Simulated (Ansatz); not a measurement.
# TlBiSe3 (model cell, started as cubic perovskite with Bi in the octahedra): relaxing the cell for a phonon run

Wanted: the relaxed cell of TlBiSe3 (model cell, started as cubic perovskite with Bi in the octahedra).

Method: DFT PBEsol, scalar-relativistic, plane waves, PAW; PAW set soft_1, in Ansatz 0.2.0.

The structure was built from a prototype and need not be the compound's stable phase.

**1. Set-up**

Symmetry: Pm-3m, No. 221, cubic system. Conventional cell: a = 5.370 Å, b = 5.370 Å, c = 5.370 Å, α = 90.00°, β = 90.00°, γ = 90.00°. Nearest to Tl lie 12 Se at 3.80 Å. Nearest to Bi lie 6 Se at 2.69 Å. Nearest to Se lie 2 Bi at 2.69 Å. Farther neighbours and most contacts between anions are not listed.

**2. Probe on a coarse mesh**

First a cheap look: the gap decides the mesh and the occupations, the pressure tells how far the cell has to move.

The input, input.yaml:

```yaml
crystal:
  lattice:
    - [5.3704, 0.0, 0.0]
    - [0.0, 5.3704, 0.0]
    - [0.0, 0.0, 5.3704]
  atoms:
    - { symbol: Tl, position: [0.0, 0.0, 0.0] }
    - { symbol: Bi, position: [0.5, 0.5, 0.5] }
    - { symbol: Se, position: [0.5, 0.5, 0.0] }
    - { symbol: Se, position: [0.5, 0.0, 0.5] }
    - { symbol: Se, position: [0.0, 0.5, 0.5] }
kpoints:
  mp_grid: { grid: [4, 4, 4] }
hamiltonian:
  xc: pbesol
  pseudopotentials: { kind: paw, azcp: { folder: soft_1 }, xc_functional: pbe }
scf:
  occupations: { method: gaussian, width: 0.1 }
output:
  forces: true
  stress: true
  eigenvalues: true
```

On the command line:

```bash
$ ansatz run input.yaml --threads 4 --pin off --max-ram 16384MiB --backend cpu --events-out ev --progress --plain --runs-dir out
```

Numbers of over 12 decimals in the logs are rounded to 6 here.

What it wrote:

```text
Engine: ansatz 0.2.0, aarch64-unknown-linux-gnu
Pseudopotentials: kind: paw
Pseudopotential: Tl, paw, valence charge 13, recommended cutoff 420 eV (normal), soft_1/Tl.paw.azcp
Pseudopotential: Bi, paw, valence charge 15, recommended cutoff 420 eV (normal), soft_1/Bi.paw.azcp
Pseudopotential: Se, paw, valence charge 16, recommended cutoff 420 eV (normal), soft_1/Se.paw.azcp
Functional definition: PBEsol
[...]
k-point 0: bands = [... 34 lower, 5.6058, 5.6058, 5.7992, 5.7992, 5.7992, 11.3886, 11.3886, 11.3886, ... 4 higher]
  k-point 1: bands = [... 34 lower, 5.3679, 5.6524, 5.7931, 5.7931, 6.1172, 9.8168, 10.8654, 10.8654, ... 4 higher]
  k-point 2: bands = [... 34 lower, 5.2128, 5.5186, 5.8619, 5.8619, 6.3777, 9.0865, 9.1343, 10.5565, ... 4 higher]
  k-point 9: bands = [... 34 lower, 5.4996, 6.9009, 6.9009, 6.9009, 7.4412, 7.4412, 7.4412, 8.3423, ... 4 higher]
[key lines of the parts left out:]
SCF converged after 8 iterations
Free energy (F): -39813.744599 eV
Fermi energy:    6.360118 eV
P = ⅓ Tr σ = 1.3306 GPa (13.306 kbar)
```

The job ended after 1.4 s (4 threads of Arm Neoverse V2, shared host; peak memory 0.5 GiB; 4.8 s of CPU time).

Numbers from this step:

```
pressure          : 1.331 GPa
volume per atom   : 30.98 Å³
gap on the k-mesh : 0 eV
```

The coarse mesh shows no gap and a pressure of 1.3 GPa.

**3. Relaxation**

Harmonic phonons are second derivatives at a point where the forces vanish, and they are wanted at zero stress, so atoms and cell are relaxed first.

input.yaml, as its differences from that of step 2:

```diff
@@ -12,3 +12,3 @@
 kpoints:
-  mp_grid: { grid: [4, 4, 4] }
+  mp_grid: { grid: [8, 8, 8] }
 hamiltonian:
@@ -22 +22,10 @@
   eigenvalues: true
+  write_density: true
+  write_potential: true
+  elf: true
+  volumetric_format: npy
+relax:
+  adjacent_minimum: "off"
+  f_tol: 0.005
+  max_steps: 80
+  cell: { stress_tol: 0.05 }
```

What it wrote:

```text
[...]
Crystal: 5 atoms, lattice volume = 154.889 Å³
Basis set: ecut = 420 eV, 2969 PW (Γ), exchange–correlation on 72×72×72 points (8 copies of the dense FFT grid, shifted against one another)
Bands: 46, of which v1, the nominal top of the filled ones, is band 38 counted from 1 (37 counted from 0)
Symmetry: 48 space group operations
[...]
k-points: 35 of 512
[...]
SCF iter   1: F=—  HF=-39814.877558 eV  |F-HF|=—  |Δ(HF+E_count)|=         —  Δρ=3.00e-2  dr2=2.63e0  ethr=3.10e-3  ⟨swp⟩=6.9  Hψ=6422  notcnv=0  defer=2
[...]
SCF iter   8: F=-39813.812703 eV  HF=-39813.812703 eV  |F-HF|=1.19e-8  |Δ(HF+E_count)|=   6.64e-8  Δρ=4.45e-6  dr2=2.53e-8  ethr=1.32e-10  ⟨swp⟩=15.9  Hψ=12352  notcnv=0
SCF 1 converged in 8 iterations: F = -39813.812703 eV  dr2 = 2.53e-8
  Residual-converged pass: ⟨swp⟩=1.0  Hψ=1750  notcnv=0  max |occ|·‖R‖ = 7.0e-9 eV (tolerance 1.0e-8 eV)  dr2=2.53e-8  dr2_onsite=2.82e-9  max |Δocc| = 1.9e-10
[...]
relax step   1: F+E_penalty+E_count = -39813.81270299 eV  Δ(F+E_penalty+E_count) = +0.000e0 eV  max|allowed force component| = 4.173e-29 eV/Å  Δτ_max = 0.0000 Å  P = +1.848 GPa  Ω = 154.889 Å³  (8 SCF iters, dr2 threshold 1.00e-7 eV, accepted)
Crystal: 5 atoms, lattice volume = 161.985 Å³
Basis set: ecut = 420 eV, 3119 PW (Γ), exchange–correlation on 72×72×72 points (8 copies of the dense FFT grid, shifted against one another)
[...]
iter 1 solved again at ethr=8.14e-6 eV; its pass at ethr=3.10e-3 eV (dr2=6.19e-3 eV) is discarded
[...]
SCF iter   5: F=-39813.853676 eV  HF=-39813.853676 eV  |F-HF|=5.09e-8  |Δ(HF+E_count)|=   2.39e-6  Δρ=9.75e-6  dr2=1.66e-7  ethr=6.58e-10  ⟨swp⟩=9.8  Hψ=13495  notcnv=0
SCF 2 converged in 5 iterations: F = -39813.853676 eV  dr2 = 1.66e-7
[...]
relax step   2: F+E_penalty+E_count = -39813.85367642 eV  Δ(F+E_penalty+E_count) = -4.097e-2 eV  max|allowed force component| = 1.994e-29 eV/Å  Δτ_max = 0.0000 Å  P = +0.102 GPa  Ω = 161.985 Å³  energy of the carried Pulay correction = -4.717e-4 eV  (5 SCF iters, dr2 threshold 5.00e-7 eV, accepted)
Crystal: 5 atoms, lattice volume = 162.418 Å³
Basis set: ecut = 420 eV, 3191 PW (Γ), exchange–correlation on 72×72×72 points (8 copies of the dense FFT grid, shifted against one another)
[...]
SCF iter   4: F=-39813.853798 eV  HF=-39813.853798 eV  |F-HF|=2.41e-8  |Δ(HF+E_count)|=   2.02e-7  Δρ=3.73e-6  dr2=2.46e-8  ethr=3.39e-11  ⟨swp⟩=8.5  Hψ=12433  notcnv=0
SCF 3 converged in 4 iterations: F = -39813.853798 eV  dr2 = 2.46e-8
[...]
relax step   3: F+E_penalty+E_count = -39813.85379780 eV  Δ(F+E_penalty+E_count) = -1.214e-4 eV  max|allowed force component| = 1.041e-29 eV/Å  Δτ_max = 0.0000 Å  P = +0.009 GPa  Ω = 162.418 Å³  energy of the carried Pulay correction = -4.997e-4 eV  (4 SCF iters, dr2 threshold 2.58e-8 eV, accepted)
Basis set: ecut = 420 eV, 3191 PW (Γ), exchange–correlation on 80×80×80 points (8 copies of the dense FFT grid, shifted against one another)
[...]
SCF iter   7: F=-39813.854257 eV  HF=-39813.854257 eV  |F-HF|=7.28e-12  |Δ(HF+E_count)|=  3.13e-10  Δρ=1.32e-7  dr2=2.55e-11  ethr=1.00e-12  ⟨swp⟩=5.2  Hψ=8930  notcnv=0
the search or the solves at the SCF's close seem to have found levels that the self-consistency loop had missed (the run counts 1). By its estimate they hold under 1e-12 electrons; where the run keeps them, the occupations were computed again with them
SCF 4 converged in 7 iterations: F = -39813.854257 eV  dr2 = 2.55e-11
relax step   4: F+E_penalty+E_count = -39813.85425742 eV  Δ(F+E_penalty+E_count) = -4.596e-4 eV  max|allowed force component| = 8.230e-30 eV/Å  Δτ_max = 0.0000 Å  P = +0.008 GPa  Ω = 162.418 Å³  stress off target by 7.84e-3 GPa  SCF on the basis re-selected at this cell (its energy is not comparable with the rows above)  (7 SCF iters)
basis re-selected at this cell: Δ(F+E_penalty+E_count) = -4.596e-4 eV, ΔP = -0.002 GPa vs the last step (what re-selecting the basis moved, of the pressure what is left beyond the Pulay correction that the steps carried, after the strain that the cell walked since its last selection, with what the two solves' SCF thresholds leave and, on support functions, any second-order correction that the steps lacked; it is no measure of the basis error at this ecutwfc). The dense FFT grid was sized anew with the basis: this SCF ran on 40×40×40 points, the steps before it on 36×36×36, so part of this shift can come from that change (see relax.cell in the input reference). [rest of the remark cut]
SCF converged after 7 iterations
Free energy (F): -39813.854257 eV
[...]
Internal energy: -39813.818188 eV  (E = F + TS)
E sigma→0 (E₀):  -39813.836222 eV
Entropy (-TS):   -0.036070 eV (-7.214 meV/atom)
Fermi energy:    5.801558 eV
[...]
--- Stress (GPa, compression-positive) ---
        0.007838       0.000000      -0.000000
        0.000000       0.007838      -0.000000
       -0.000000      -0.000000       0.007838
  P = ⅓ Tr σ = 0.0078 GPa (0.078 kbar)
--- Band table (eV; the first three rows and the last of 35) ---
  k-point 0: bands = [... 34 lower, 5.0980, 5.0980, 5.2642, 5.2642, 5.2642, 10.6258, 10.6258, 10.6258, ... 4 higher]
  k-point 1: bands = [... 34 lower, 5.0514, 5.2235, 5.2241, 5.2424, 5.2424, 10.0551, 10.4432, 10.4432, ... 4 higher]
  k-point 2: bands = [... 34 lower, 4.8739, 5.1298, 5.2615, 5.2615, 5.5374, 9.1574, 10.1590, 10.1590, ... 4 higher]
  k-point 34: bands = [... 34 lower, 5.0082, 6.2727, 6.2727, 6.2727, 6.9235, 6.9235, 6.9235, 7.5638, ... 4 higher]
--- Relaxed structure (3 steps of the walk, 3 accepted, 1 SCFs on fresh bases) ---
  F+E_penalty+E_count = -39813.85425742 eV   max|allowed force component| = 8.230e-30 eV/Å   (the final SCF, on the basis selected at the relaxed cell)
  cell:  # Å, volume = 162.4182 Å³
    - [5.456048, 0, 0]
    - [0, 5.456048, 0.0]
    - [0, 0.0, 5.456048]
  atoms:
    - { symbol: Tl, position: [0, 0, 0] }
    - { symbol: Bi, position: [0.5, 0.5, 0.5] }
    - { symbol: Se, position: [0.5, 0.5, 0] }
    - { symbol: Se, position: [0.5, 0, 0.5] }
    - { symbol: Se, position: [0, 0.5, 0.5] }
```

The job ended after 16 s (4 threads; peak memory 0.64 GiB).

Step by step:

```csv
step,energy less that of the first step (eV),largest force component (eV/Å),pressure (GPa),volume (Å³)
1,0.0000,0.0000,1.85,154.89
2,-0.0410,0.0000,0.10,161.99
3,-0.0411,0.0000,0.01,162.42
4*,-0.0416,0.0000,0.01,162.42
```

Relaxation steps marked * repeat the geometry before them on a plane-wave basis chosen anew for their cell, so energy and pressure can jump there.

The run keeps the 48 symmetry operations that it works with, so distortions that break them were not tested.

```csv
"conventional cell, symmetrised",before,after,change
a (Å),5.370,5.456,+1.6 %
b (Å),5.370,5.456,+1.6 %
c (Å),5.370,5.456,+1.6 %
volume (Å³/atom),30.98,32.48,+4.9 %
```

The relaxed structure:

```xyz
5
Lattice="5.4560 0.0000 0.0000 0.0000 5.4560 0.0000 0.0000 0.0000 5.4560" Properties=species:S:1:pos:R:3 pbc="T T T"
Tl    0.0000    0.0000    0.0000
Bi    2.7280    2.7280    2.7280
Se    2.7280    2.7280    0.0000
Se    2.7280    0.0000    2.7280
Se    0.0000    2.7280    2.7280
```

This step gave:

* pressure: 0.007838 GPa
* volume per atom: 32.48 Å³

Valence density in the ac plane at fractional y = 0.500, with atoms of Bi and Se within 0.2 Å of it. It is the smooth field of the valence electrons, not physical close to the nuclei.

Ten steps, logarithmic in the rise over the least value, from '_' (0 e/Å³) to '@' (45 e/Å³), each cell a mean:
```
________..::++%%##--..________
__________..::----::..________
____________........__________
____________......____________
....________..::::..______....
==::........--====::..__..::--
%%++::....--++**++==::....--##
@@**::....--++****==::....--%%
**--......::==++++--......::++
::....____..::----..______..::
..__________........________..
____________........__________
__________....::::..__________
__________..--**++::..________
________..::**@@%%==..________
```
Columns run along a (5.5 Å), rows up along c (5.5 Å). Atoms in or near the plane, at fractional coordinates: Bi at (0.50, 0.50), Se at (0.50, 0.00), Se at (0.00, 0.50).

ELF in the ac plane at fractional y = 0.500, with atoms of Bi and Se within 0.2 Å of it. It is the smooth field of the valence electrons, not physical close to the nuclei.

Values, 15 rows by 15 columns, each cell a mean:
```
0.02 0.03 0.15 0.50 0.76 0.80 0.59 0.24 0.38 0.73 0.80 0.68 0.32 0.06 0.02
0.08 0.05 0.08 0.28 0.60 0.74 0.72 0.63 0.67 0.75 0.70 0.47 0.16 0.05 0.06
0.38 0.24 0.11 0.12 0.30 0.52 0.62 0.66 0.65 0.59 0.43 0.20 0.09 0.16 0.32
0.72 0.60 0.33 0.13 0.15 0.27 0.38 0.43 0.41 0.34 0.21 0.12 0.20 0.47 0.68
0.81 0.77 0.59 0.30 0.20 0.29 0.36 0.38 0.38 0.33 0.24 0.21 0.43 0.70 0.80
0.70 0.75 0.70 0.46 0.31 0.37 0.37 0.29 0.32 0.39 0.33 0.34 0.59 0.75 0.73
0.26 0.53 0.70 0.54 0.37 0.38 0.22 0.13 0.15 0.32 0.38 0.41 0.65 0.67 0.38
0.12 0.43 0.69 0.55 0.38 0.37 0.18 0.18 0.13 0.29 0.38 0.43 0.66 0.63 0.24
0.52 0.67 0.71 0.51 0.34 0.39 0.31 0.18 0.22 0.37 0.36 0.38 0.62 0.72 0.59
0.80 0.78 0.66 0.38 0.25 0.33 0.39 0.37 0.38 0.37 0.29 0.27 0.52 0.74 0.80
0.79 0.71 0.47 0.20 0.16 0.25 0.34 0.38 0.37 0.31 0.20 0.15 0.30 0.60 0.76
0.56 0.41 0.18 0.10 0.20 0.38 0.51 0.55 0.54 0.46 0.30 0.13 0.12 0.28 0.50
0.18 0.11 0.07 0.18 0.47 0.66 0.71 0.69 0.70 0.70 0.59 0.33 0.11 0.08 0.15
0.03 0.03 0.11 0.41 0.71 0.78 0.67 0.43 0.53 0.75 0.77 0.60 0.24 0.05 0.03
0.01 0.03 0.18 0.56 0.79 0.80 0.52 0.12 0.26 0.70 0.81 0.72 0.38 0.08 0.02
```
Columns run along a (5.5 Å), rows up along c (5.5 Å). Atoms in or near the plane, at fractional coordinates: Bi at (0.50, 0.50), Se at (0.50, 0.00), Se at (0.00, 0.50).

Electrostatic potential energy in the ac plane at fractional y = 0.500, with atoms of Bi and Se within 0.2 Å of it. With pseudopotentials it is smooth inside the atoms' cores, unlike the true potential.

Ten even steps from '0' (-46 eV) to '9' (11 eV), each cell a mean:
```
999996798679999
999998666689999
999999877899999
999999888899999
789998655789987
667886211478866
976873000158768
986873000158769
867884100268867
678987433689986
899998877899999
999999888899999
999998766799999
999997687689999
999986899679999
```
Columns run along a (5.5 Å; values clipped at the 3rd and 97th percentile), rows up along c (5.5 Å). Atoms in or near the plane, at fractional coordinates: Bi at (0.50, 0.50), Se at (0.50, 0.00), Se at (0.00, 0.50).

In this step the volume went from 30.98 to 32.48 Å³/atom.

**4. Relaxing to small forces for the phonons**

Phonons need a cell at rest on their own settings, so the relaxation is repeated with tight tolerances on forces and stress, using the mesh and the filling of the phonon run that follows.

The input, input.yaml:

```yaml
crystal:
  lattice:
    - [5.4560481392, 0.0, 0.0]
    - [0.0, 5.4560481392, 0.0]
    - [0.0, 0.0, 5.4560481392]
  atoms:
    - { symbol: Tl, position: [0.0, 0.0, 0.0] }
    - { symbol: Bi, position: [0.5, 0.5, 0.5] }
    - { symbol: Se, position: [0.5, 0.5, 0.0] }
    - { symbol: Se, position: [0.5, 0.0, 0.5] }
    - { symbol: Se, position: [0.0, 0.5, 0.5] }
kpoints:
  mp_grid: { grid: [8, 8, 8] }
hamiltonian:
  xc: pbesol
  pseudopotentials: { kind: paw, azcp: { folder: soft_1 }, xc_functional: pbe }
scf:
  occupations: { method: methfessel_paxton, width: 0.2 }
output:
  forces: true
  stress: true
  eigenvalues: true
relax:
  adjacent_minimum: "off"
  f_tol: 0.001
  max_steps: 60
  cell: { stress_tol: 0.01 }
```

What it wrote:

```text
[...]
Crystal: 5 atoms, lattice volume = 162.418 Å³
Basis set: ecut = 420 eV, 3191 PW (Γ), exchange–correlation on 80×80×80 points (8 copies of the dense FFT grid, shifted against one another)
Bands: 46, of which v1, the nominal top of the filled ones, is band 38 counted from 1 (37 counted from 0)
[... 1 set-up line as in the run before ...]
[...]
k-points: 35 of 512
[...]
--- Relaxed structure (1 steps of the walk, 1 accepted, 1 SCFs on fresh bases) ---
[...]
cell:  # Å, volume = 162.4182 Å³
    - [5.4560481392, 0.0, 0.0]
    - [0.0, 5.4560481392, 0.0]
    - [0.0, 0.0, 5.4560481392]
  atoms:
    - { symbol: Tl, position: [0.0, 0.0, 0.0] }
    - { symbol: Bi, position: [0.5, 0.5, 0.5] }
    - { symbol: Se, position: [0.5, 0.5, 0.0] }
    - { symbol: Se, position: [0.5, 0.0, 0.5] }
    - { symbol: Se, position: [0.0, 0.5, 0.5] }
[key lines of the parts left out:]
SCF converged after 6 iterations
Free energy (F): -39813.842073 eV
Fermi energy:    5.802281 eV
P = ⅓ Tr σ = 0.0087 GPa (0.087 kbar)
```

Elapsed: 8.4 s, on 4 threads; peak memory 0.63 GiB.

Little changed from the start: no atom moved by 0.005 Å and no cell edge by 0.1 %.

Numbers from this step:

```yaml
pressure: 0.008749 GPa
```

The forces vanish by symmetry and the pressure is 0.009 GPa, within the tolerances set. The cell now holds 32.48 Å³/atom.

**5. What came out**

```
space group after relaxation (within 0.01 Å) : Pm-3m
lattice constant a                           : 5.456 Å
lattice constant b                           : 5.456 Å
lattice constant c                           : 5.456 Å
volume per atom                              : 32.5 Å³
```

What this shows: The forces vanish by symmetry and the pressure is 0.009 GPa, within the tolerances set. The cell now holds 32.48 Å³/atom. The relaxation keeps the symmetry of its start, so it says nothing on stability against lower symmetry. Spin-orbit coupling is left out, which can matter for the heavy elements here. The PAW files were made for PBE and serve the other functionals too. The starting cell was built on a prototype and not taken from a measurement, so the phase need not exist.

[Logs are printed without paths, hosts, clocks, repeated set-up lines and the standing remarks that a program may print on its own settings, such as how far it seeks lower states.]

[Hosts, paths, dates, database ids (printed as entryN), source tags and the programs' standing remarks are cut or masked in the printed files.]
